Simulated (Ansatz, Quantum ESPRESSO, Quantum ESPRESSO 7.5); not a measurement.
# The work function of Ba(110), 5 layers, one monolayer of In on hollow sites, level by level

Wanted: work functions and the surface dipole of Ba(110), 5 layers, one monolayer of In on hollow sites at several levels, with their cost.

Program: Quantum ESPRESSO 7.5. Level of theory: plane-wave DFT, PBE, GBRV ultrasoft pseudopotentials (geometry and cross-check by Ansatz 0.2.0 with PAW datasets; geometry under PBE). Results are calculated unless marked as measured.

Most raw output is cut from this account.

## (1) The structure

The cell holds 6 atoms: 5 Ba and 1 In. Cell: a = 4.347 Å, b = 4.347 Å, c = 33.199 Å, α = 90.0°, β = 90.0°, γ = 70.5°. It derives from Ba. Vacuum lies along c.

## (2) Geometry from Ansatz

A relaxation in Ansatz fixes the structure of this slab for the runs on it.

File input.yaml:

```yaml
crystal:
  lattice:
    - [3.5496760416, -2.51, 0.0]
    - [3.5496760416, 2.51, 0.0]
    - [0.0, 0.0, 33.1987041662]
  atoms:
    - { symbol: Ba, position: [0.0, 0.0, 0.2500097582] }
    - { symbol: Ba, position: [0.5, 0.5, 0.3569318845] }
    - { symbol: Ba, position: [0.0, 0.0, 0.4638540109] }
    - { symbol: Ba, position: [0.5, 0.5, 0.5707761372] }
    - { symbol: Ba, position: [0.0, 0.0, 0.6776982636] }
    - { symbol: In, position: [0.34, 0.34, 0.7569277716] }
kpoints:
  mp_grid: { grid: [8, 8, 1] }
hamiltonian:
  xc: pbe
scf:
  occupations: { method: fermi_dirac, width: 0.1 }
  convergence: { dr2_threshold: 1.0e-08 }
efield:
  axis: 3
  dipole_correction: true
  ramp_position: 0.97
  ramp_width: 0.04
relax:
  f_tol: 0.01
  constraints: [{ sites: [0, 1, 2] }]
output:
  write_potential: true
  write_density: true
  volumetric_format: npy
```

Launch:

```sh
ansatz run input.yaml --threads 4 --pin off --max-ram 8192MiB --backend cpu --events-out ev --progress --plain --runs-dir out
```

It took 91 s on 4 threads of Arm Neoverse V2, shared host; peak memory 1.1 GiB; 5.9 min of CPU time.

Step by step:

| step | energy less that of the first step (eV) | largest force component (eV/Å) |
| --- | --- | --- |
| 1 | 0.0000 | 0.1882 |
| 2 | -0.0208 | 0.1468 |
| 3 | -0.0469 | 0.0501 |
| 4 | -0.0492 | 0.0201 |
| 5 | -0.0496 | 0.0098 |
| 6 | -0.0500 | 0.0044 |
| 7 | -0.0503 | 0.0071 |
| 8 | -0.0504 | 0.0079 |

The atoms that moved most (Å):

| atom | dx | dy | dz | length |
| --- | --- | --- | --- | --- |
| In6 | 0.509 | 0.000 | -0.220 | 0.555 |
| Ba5 | 0.127 | 0.000 | 0.031 | 0.131 |
| Ba4 | -0.052 | 0.000 | -0.010 | 0.053 |

The relaxation lowers the energy by 8 meV an atom. Held were the atoms numbered 1, 2 and 3; the forces quoted are those on the free ones.

This step gave:

```
free energy                     : -35344.6991 eV
energy at zero smearing         : -35344.5525 eV
smearing term TS                : 0.2931 eV
Fermi energy                    : 2.294 eV
symmetry operations             : 2
work function of the upper face : 3.793 eV
work function of the lower face : 2.438 eV
dipole along the normal         : -0.1335 e·Å
```

## (3) SCF with pw.x

A dipole correction (tefield, dipfield, eamp = 0) lets each face keep its own vacuum level; its ramp sits in the vacuum at emaxpos, and symmetry is switched off.

Level of this step: plane-wave DFT, PBE, GBRV ultrasoft pseudopotentials (Quantum ESPRESSO 7.5).

File scf.in:

```
&control
  prefix = 'scf'
  outdir = './out'
  pseudo_dir = './pseudo'
  calculation = 'scf'
  tprnfor = .true.
  tefield = .true.
  dipfield = .true.
/
&system
  ibrav = 0
  nat = 6
  ntyp = 2
  ecutwfc = 40
  ecutrho = 200
  occupations = 'smearing'
  smearing = 'mv'
  degauss = 0.02
  edir = 3
  emaxpos = 0.97
  eopreg = 0.04
  eamp = 0.0
/
&electrons
  conv_thr = 1e-07
  mixing_beta = 0.4
  electron_maxstep = 120
  mixing_mode = 'local-TF'
/
ATOMIC_SPECIES
  Ba  137.3270  ba_pbe_v1.uspp.F.UPF
  In  114.8180  in_pbe_v1.4.uspp.F.UPF
CELL_PARAMETERS angstrom
  3.54967604160000 -2.51000000000000 0.00000000000000
  3.54967604160000 2.51000000000000 0.00000000000000
  0.00000000000000 0.00000000000000 33.19870416620000
ATOMIC_POSITIONS crystal
  Ba  0.000000000000 0.000000000000 0.250009758200
  Ba  0.500000000000 0.500000000000 0.356931884500
  Ba  0.000000000000 0.000000000000 0.463854010900
  Ba  0.492663117817 0.492663117817 0.570471841121
  Ba  0.017878573520 0.017878573520 0.678625598570
  In  0.411704114571 0.411704114571 0.750290150269
K_POINTS automatic
  8 8 1 0 0 0
```

Launch:

```sh
OMP_NUM_THREADS=1 mpirun -n 4 pw.x -nk 4 -in scf.in > scf.out
```

The job ended after 26 min (4 MPI ranks; peak memory 2 GiB).

Numbers from this step:

- free energy: -6595.9833 eV
- Fermi energy: 2.333 eV
- dipole along the normal: -0.1343 e·Å

The program's own clock; routines nest. Time by routine:

```
     routine  wall time (s)   calls
       PWSCF           1554       1
   electrons           1545       1
     c_bands           1202     112
     cegterg           1068    1035
       h_psi          743.7    5163
        fftw            565  269838
    vloc_psi            543    5163
    sum_band          186.4     112
      calbec          131.8    6207
  add_vuspsi          99.44    5163
h_psi:calbec          99.19    5163
       s_psi          98.98    5163
     mix_rho          85.62     112
        newd          49.96     113
```

The run needed 112 iterations to bring the estimated error under 1e-07 Ry; the largest force on any atom, held or free, is 0.07 eV/Å.

## (4) Electrostatic potential

plot_num = 11 writes the bare and Hartree potential. It leaves out exchange and correlation, which fade slowly, so it flattens close to the surface.

File pot.in:

```
&inputpp
  prefix = 'scf'
  outdir = './out'
  filplot = 'pot.dat'
  plot_num = 11
/
```

Launch:

```sh
OMP_NUM_THREADS=1 mpirun -n 4 pp.x -in pot.in > pot.out
```

It took 1.5 s on 4 MPI ranks; peak memory 0.3 GiB; 5.5 s of CPU time.

This step gave:

- work function of the upper face: 3.776 eV
- slope of the potential above: 3.62e-4 eV/Å
- upper vacuum line continued to the top atoms, over the Fermi level: 3.774 eV
- work function of the lower face: 2.410 eV
- slope of the potential below: -0.002944 eV/Å
- lower vacuum line continued to the bottom atoms, over the Fermi level: 2.393 eV

The potential energy, planar mean oscillates, so the rows of the table below give means over windows of 2 Å about each position, cut where the curve ends. Its maxima inside the range that stand out by 2 % of the span (Å: eV): 10.0: 1.48, 13.6: 1.43, 17.2: 1.46, 20.7: 1.40, 23.9: -0.558, 32.2: 3.78. Its minima: 8.3: -6.18, 11.9: -6.00, 15.4: -6.02, 18.9: -6.07, 22.5: -5.86, 24.9: -6.95.

Electrostatic potential energy of an electron, with the sawtooth; zero at the Fermi level. Table of potential energy, planar mean by z; means over each step:

```csv
z (Å),"potential energy, planar mean (eV)"
0,2.47
2,2.41
4,2.39
6,1.67
8,-4.28
10,0.0482
12,-4.17
14,-0.480
16,-3.16
18,-1.97
20,-1.59
22,-3.32
24,-3.35
26,0.255
28,3.74
30,3.78
32,3.61
```

Electrostatic potential energy in the ca plane at fractional y = 0.000, with atoms of Ba within 0.2 Å of it. With pseudopotentials it is smooth inside the atoms' cores, unlike the true potential.

Ten even steps from '0' (-26 eV) to '9' (4 eV), each cell a mean:
```
00378999999999874000025899999999999999999999
02578999999999886311247899999999999999999999
45789999999999987655678999999999999999999999
78899999999999998887889999999999999999999999
88999999888999999988899999999999999999999999
89999999888999999988899999999999999999999999
88899999989999998877889999999999999999999999
67889999999999987654578999999999999999999999
24688999999999876310147899999999999999999999
00478999999999874000015899999999999999999999
00268999999999863000004799999999999999999999
```
Columns run along c (16.0 Å, from fractional 0.47 to 0.96 of the cell; values clipped at the 3rd and 97th percentile), rows up along a (4.3 Å). Atoms in or near the plane, at fractional coordinates: Ba at (0.68, 0.02).

The vacuum is flat to 2.9 meV/Å, so its level is well defined. Inside the slab the curve depends on the local part of the pseudopotentials; only the vacuum level has a meaning of its own.

## (5) Planar and running averages

average.x takes the planar mean and smooths it over a window of one repeat.

File avg.in:

```
1
pot.dat
1.0
374
3
6.7079155497
```

Launch:

```sh
OMP_NUM_THREADS=1 average.x < avg.in > avg.out
```

Elapsed: 0.58 s, on 1 MPI rank; peak memory 0.13 GiB.

Numbers from this step:

```
average.x's running mean inside the slab, on the run's own zero                  : 0.1941 eV
mean potential by an exact Fourier window inside the slab, on the run's own zero : 0.1947 eV
```

Electrostatic potential energy of an electron, with the sawtooth; zero at the Fermi level; window 3.5497 Å. The potential energy by z:

```
z (Å)  planar mean (eV)  running mean (eV)
    0              2.75               2.96
    1              2.41               2.58
    2              2.41               2.41
    3              2.41               2.40
    4              2.40               2.36
    5              2.32               2.13
    6              1.91              0.992
    7           -0.0729              -1.35
    8             -5.85              -2.46
    9             -3.42              -2.29
   10              1.46              -2.03
   11             -2.15              -2.12
   12             -5.90              -2.20
   13            -0.159              -2.09
   14             0.883              -2.07
   15             -5.24              -2.22
   16             -4.09              -2.19
   17              1.35              -2.06
   18             -1.54              -2.16
   19             -6.06              -2.27
   20            -0.782              -2.11
   21              1.16              -1.97
   22             -4.47              -2.20
   23             -4.77              -3.39
   24             -1.02              -3.93
   25             -6.76              -1.75
   26              1.92             -0.273
   27              3.59               2.48
   28              3.76               3.65
   29              3.77               3.76
   30              3.78               3.78
   31              3.78               3.73
   32              3.78               3.44
   33              2.96               3.04
```

Where the running mean is not flat inside, average.x's window, rounded to the grid, doesn't match the spacings there.

## (6) Density by pp.x

The density shows how far the electrons spill into the vacuum.

File rho.in:

```
&inputpp
  prefix = 'scf'
  outdir = './out'
  filplot = 'rho.dat'
  plot_num = 0
/
```

Launch:

```sh
OMP_NUM_THREADS=1 mpirun -n 4 pp.x -in rho.in > rho.out
```

It took 1.4 s on 4 MPI ranks; peak memory 0.31 GiB.

This step gave:

| Quantity | Value |
| --- | --- |
| electrons by integration | 63.00 e |

Mean over planes. The valence density, planar mean by z:

| z (Å) | valence density, planar mean (e/Å³) |
| --- | --- |
| 3 | 4.5e-5 |
| 4 | 2.7e-4 |
| 5 | 0.00151 |
| 6 | 0.00704 |
| 7 | 0.0445 |
| 8 | 0.286 |
| 9 | 0.212 |
| 10 | 0.0416 |
| 11 | 0.157 |
| 12 | 0.276 |
| 13 | 0.0773 |
| 14 | 0.0505 |
| 15 | 0.283 |
| 16 | 0.244 |
| 17 | 0.0432 |
| 18 | 0.127 |
| 19 | 0.272 |
| 20 | 0.0942 |
| 21 | 0.0422 |
| 22 | 0.264 |
| 23 | 0.280 |
| 24 | 0.121 |
| 25 | 0.639 |
| 26 | 0.0535 |
| 27 | 0.00527 |
| 28 | 5.4e-4 |
| 29 | 5.8e-5 |

Valence density in the ca plane at fractional y = 0.000, with atoms of Ba within 0.2 Å of it. It is the smooth field of the valence electrons, not physical close to the nuclei.

Ten steps, logarithmic in the rise over the least value, from '0' (-1.0 e/Å³) to '9' (1.4 e/Å³), each cell a mean:
```
99988888888888889999998888888888888888888888
99888888888888888999988888888888888888888888
88888888888888888888888888888888888888888888
88888888888888888888888888888888888888888888
88888888888888888888888888888888888888888888
88888888888888888888888888888888888888888888
88888888888888888888888888888888888888888888
88888888888888888888888888888888888888888888
99888888888888888999988888888888888888888888
99988888888888889999998888888888888888888888
89988888888888889970998888888888888888888888
```
Columns run along c (16.0 Å, from fractional 0.47 to 0.96 of the cell), rows up along a (4.3 Å). Atoms in or near the plane, at fractional coordinates: Ba at (0.68, 0.02).

The density integrates to 63.000 electrons, as the 63 of the input ask.

## (7) Projections on atomic orbitals

projwfc.x splits the states by atom and orbital; the spilling says how much the atomic basis misses.

File pdos.in:

```
&projwfc
  prefix = 'scf'
  outdir = './out'
  filpdos = 'pdos'
  Emin = -5.667
  Emax = 6.333
  DeltaE = 0.1
  ngauss = 0
  degauss = 0.01
/
```

Launch:

```sh
OMP_NUM_THREADS=1 mpirun -n 4 projwfc.x -in pdos.in > pdos.out
```

Wall time 3.7 s (4 MPI ranks); peak memory 0.31 GiB.

This step gave:

| Quantity | Value |
| --- | --- |
| spilling of the projection | 7.00e-4 |

Projected DOS an atom over height of the atomic layer and energy from the Fermi level. Columns are the atomic layers from the bottom up.

Ten even steps from '_' (0.00 states/eV) to '@' (3.46 states/eV), each cell a mean:
```
@@++++++++--
==----==++--
========--::
------::--::
......::::..
....__..____
____________
____________
____________
____________
____________
____________
________..::
________::--
________..::
____________
____________
____________
____________
____________
____________
____________
```
Columns: height of the atomic layer (Å) from 8.3 to 24.9 (not evenly spaced); rows upwards: energy from the Fermi level (eV) from -8.00 to 0.500.

The atomic orbitals miss 0.1 % of the occupied states; for empty states the projections can miss much more.

## (8) Self-consistent run, with startingpot = atomic

A first try, with the settings that serve most slabs.

File esm.try.in:

```
&control
  prefix = 'esm'
  outdir = './out'
  pseudo_dir = './pseudo'
  calculation = 'scf'
  tprnfor = .true.
/
&system
  ibrav = 0
  nat = 6
  ntyp = 2
  ecutwfc = 40
  ecutrho = 200
  occupations = 'smearing'
  smearing = 'mv'
  degauss = 0.02
  assume_isolated = 'esm'
  esm_bc = 'bc1'
/
&electrons
  conv_thr = 1e-07
  mixing_beta = 0.4
  electron_maxstep = 120
  mixing_mode = 'local-TF'
/
ATOMIC_SPECIES
  Ba  137.3270  ba_pbe_v1.uspp.F.UPF
  In  114.8180  in_pbe_v1.4.uspp.F.UPF
CELL_PARAMETERS angstrom
  3.54967604160000 -2.51000000000000 0.00000000000000
  3.54967604160000 2.51000000000000 0.00000000000000
  0.00000000000000 0.00000000000000 33.19870416620000
ATOMIC_POSITIONS crystal
  Ba  0.000000000000 0.000000000000 -0.250140196035
  Ba  0.500000000000 0.500000000000 -0.143218069735
  Ba  0.000000000000 0.000000000000 -0.036295943335
  Ba  0.492663117817 0.492663117817 0.070321886887
  Ba  0.017878573520 0.017878573520 0.178475644335
  In  0.411704114571 0.411704114571 0.250140196035
K_POINTS automatic
  8 8 1 0 0 0
```

Launch:

```sh
OMP_NUM_THREADS=1 mpirun -n 4 pw.x -nk 4 -in esm.try.in > esm.try.out
```

Run time: 49 min. Hardware: 4 MPI ranks; peak memory 1.9 GiB.

The run ended without convergence. The estimated SCF accuracy went from 2.9e+03 Ry in the first cycle kept to 3.45 Ry at best and 231 Ry in the last.

From atomic densities this run did not converge under open boundaries; a start from the density of a periodic run is one way round.

## (9) Self-consistent run

A plain periodic run, loosely converged, makes a sound starting density. Its levels are not used.

esm.pre.in is the input of step 8 with these lines changed:

```diff
@@ -1,3 +1,3 @@
 &control
-  prefix = 'esm'
+  prefix = 'esm.pre'
   outdir = './out'
@@ -16,7 +16,5 @@
   degauss = 0.02
-  assume_isolated = 'esm'
-  esm_bc = 'bc1'
 /
 &electrons
-  conv_thr = 1e-07
+  conv_thr = 1e-05
   mixing_beta = 0.4
```

Launch:

```sh
OMP_NUM_THREADS=1 mpirun -n 4 pw.x -nk 4 -in esm.pre.in > esm.pre.out
```

It took 5.6 min on 4 MPI ranks; peak memory 1.9 GiB; 22 min of CPU time.

This step gave:

| Property | Result |
| --- | --- |
| free energy | -6595.9909 eV |
| Fermi energy | 2.342 eV |

## (10) Ground state: open boundaries by the effective screening medium

The run with open boundaries is repeated, now from the density of the periodic run.

Open boundaries by another road: assume_isolated = 'esm' with bc1, the slab centred on z = 0.

esm.in is the input of step 9 with these lines changed:

```diff
@@ -1,3 +1,3 @@
 &control
-  prefix = 'esm.pre'
+  prefix = 'esm'
   outdir = './out'
@@ -16,5 +16,7 @@
   degauss = 0.02
+  assume_isolated = 'esm'
+  esm_bc = 'bc1'
 /
 &electrons
-  conv_thr = 1e-05
+  conv_thr = 1e-07
   mixing_beta = 0.4
@@ -22,2 +24,3 @@
   mixing_mode = 'local-TF'
+  startingpot = 'file'
 /
```

Launch:

```sh
cp -r out/esm.pre.save out/esm.save
OMP_NUM_THREADS=1 mpirun -n 4 pw.x -nk 4 -in esm.in > esm.out
```

The job ended after 7.6 min (4 MPI ranks; peak memory 1.9 GiB).

This step gave:

```
free energy                                                    : -6595.9834 eV
Fermi energy                                                   : -3.094 eV
vacuum line at the lower end of the cell, over the Fermi level : 2.403 eV
vacuum line at the upper end of the cell, over the Fermi level : 3.786 eV
```

Electrostatic potential energy of an electron; zero at the Fermi level. Potential energy, planar mean against z:

| z (Å) | potential energy, planar mean (eV) |
| --- | --- |
| -16 | 2.40 |
| -15 | 2.40 |
| -14 | 2.40 |
| -13 | 2.40 |
| -12 | 2.36 |
| -11 | 2.14 |
| -10 | 1.08 |
| -9 | -3.88 |
| -8 | -5.66 |
| -7 | 0.561 |
| -6 | 0.402 |
| -5 | -5.70 |
| -4 | -2.98 |
| -3 | 1.42 |
| -2 | -2.66 |
| -1 | -5.82 |
| 0 | 0.168 |
| 1 | 0.703 |
| 2 | -5.50 |
| 3 | -3.74 |
| 4 | 1.34 |
| 5 | -1.63 |
| 6 | -5.82 |
| 7 | -1.06 |
| 8 | -5.87 |
| 9 | -1.43 |
| 10 | 3.33 |
| 11 | 3.74 |
| 12 | 3.78 |
| 13 | 3.79 |
| 14 | 3.79 |
| 15 | 3.79 |
| 16 | 3.79 |

The vacuum levels are read from the outermost 0.7 Å of the cell on either side.

The run needed 43 iterations to bring the estimated error under 1e-07 Ry; the largest force on any atom, held or free, is 0.07 eV/Å.

The upper level is 3.786 eV against 3.776 eV from the periodic run.

## (11) Self-consistent run, with startingpot = atomic

Level of this step: plane-wave DFT, vdW-DF-cx, GBRV ultrasoft pseudopotentials made under PBE (Quantum ESPRESSO 7.5). input_dft overrides the functional of the files.

gbrv-vdw-df-cx.try.in is the input of step 10 with these lines changed:

```diff
@@ -1,3 +1,3 @@
 &control
-  prefix = 'esm'
+  prefix = 'gbrv-vdw-df-cx'
   outdir = './out'
@@ -13,2 +13,3 @@
   ecutrho = 200
+  input_dft = 'vdw-df-cx'
   occupations = 'smearing'
@@ -24,3 +25,2 @@
   mixing_mode = 'local-TF'
-  startingpot = 'file'
 /
```

Launch:

```sh
OMP_NUM_THREADS=1 mpirun -n 4 pw.x -nk 4 -in gbrv-vdw-df-cx.try.in > gbrv-vdw-df-cx.try.out
```

Wall time 33 min (4 MPI ranks); peak memory 2.2 GiB.

The run ended without convergence. The estimated SCF accuracy went from 2.91e+03 Ry in the first cycle kept to 18.3 Ry at best and 161 Ry in the last.

From atomic densities this run did not converge under open boundaries; a start from the density of a periodic run is one way round.

## (12) SCF with pw.x

gbrv-vdw-df-cx.pre.in is the input of step 11 with these lines changed:

```diff
@@ -1,3 +1,3 @@
 &control
-  prefix = 'gbrv-vdw-df-cx'
+  prefix = 'gbrv-vdw-df-cx.pre'
   outdir = './out'
@@ -17,7 +17,5 @@
   degauss = 0.02
-  assume_isolated = 'esm'
-  esm_bc = 'bc1'
 /
 &electrons
-  conv_thr = 1e-07
+  conv_thr = 1e-05
   mixing_beta = 0.4
```

Launch:

```sh
OMP_NUM_THREADS=1 mpirun -n 4 pw.x -nk 4 -in gbrv-vdw-df-cx.pre.in > gbrv-vdw-df-cx.pre.out
```

Wall time 5.7 min (4 MPI ranks); peak memory 2.2 GiB; 23 min of CPU time.

This step gave:

* free energy: -6589.0788 eV
* Fermi energy: 2.255 eV

## (13) SCF with pw.x: vdW-DF-cx, GBRV ultrasoft

Next, another level on the same atoms.

gbrv-vdw-df-cx.in is the input of step 12 with these lines changed:

```diff
@@ -1,3 +1,3 @@
 &control
-  prefix = 'gbrv-vdw-df-cx.pre'
+  prefix = 'gbrv-vdw-df-cx'
   outdir = './out'
@@ -17,5 +17,7 @@
   degauss = 0.02
+  assume_isolated = 'esm'
+  esm_bc = 'bc1'
 /
 &electrons
-  conv_thr = 1e-05
+  conv_thr = 1e-07
   mixing_beta = 0.4
@@ -23,2 +25,3 @@
   mixing_mode = 'local-TF'
+  startingpot = 'file'
 /
```

Launch:

```sh
cp -r out/gbrv-vdw-df-cx.pre.save out/gbrv-vdw-df-cx.save
OMP_NUM_THREADS=1 mpirun -n 4 pw.x -nk 4 -in gbrv-vdw-df-cx.in > gbrv-vdw-df-cx.out
```

It took 6.8 min on 4 MPI ranks; peak memory 2.2 GiB; 27 min of CPU time.

Read from the output:

```
free energy                                                    : -6589.0711 eV
Fermi energy                                                   : -3.204 eV
vacuum line at the lower end of the cell, over the Fermi level : 2.502 eV
vacuum line at the upper end of the cell, over the Fermi level : 3.905 eV
```

Electrostatic potential energy of an electron; zero at the Fermi level. The potential energy, planar mean by z:

```csv
z (Å),"potential energy, planar mean (eV)"
-16,2.50
-15,2.50
-14,2.50
-13,2.49
-12,2.44
-11,2.21
-10,1.12
-9,-3.84
-8,-5.60
-7,0.635
-6,0.489
-5,-5.62
-4,-2.90
-3,1.51
-2,-2.57
-1,-5.74
0,0.256
1,0.790
2,-5.42
3,-3.65
4,1.43
5,-1.54
6,-5.75
7,-0.979
8,-5.80
9,-1.34
10,3.42
11,3.85
12,3.90
13,3.90
14,3.91
15,3.91
16,3.91
```

The upper face goes from 3.786 eV (PBE, GBRV) to 3.905 eV, a change of +0.120 eV.

(Continued in part 2 of 2.)

[Logs are printed without paths, hosts, clocks, repeated set-up lines and the standing remarks that a program may print on its own settings, such as how far it seeks lower states.]

[Hosts, paths, dates, database ids (printed as entryN), source tags and the programs' standing remarks are cut or masked in the printed files.]

[Maps of the electrostatic potential energy from Ansatz leave out the sawtooth potential of an applied field or a dipole correction, so their vacuum need not be flat; planar profiles and work functions include it.]
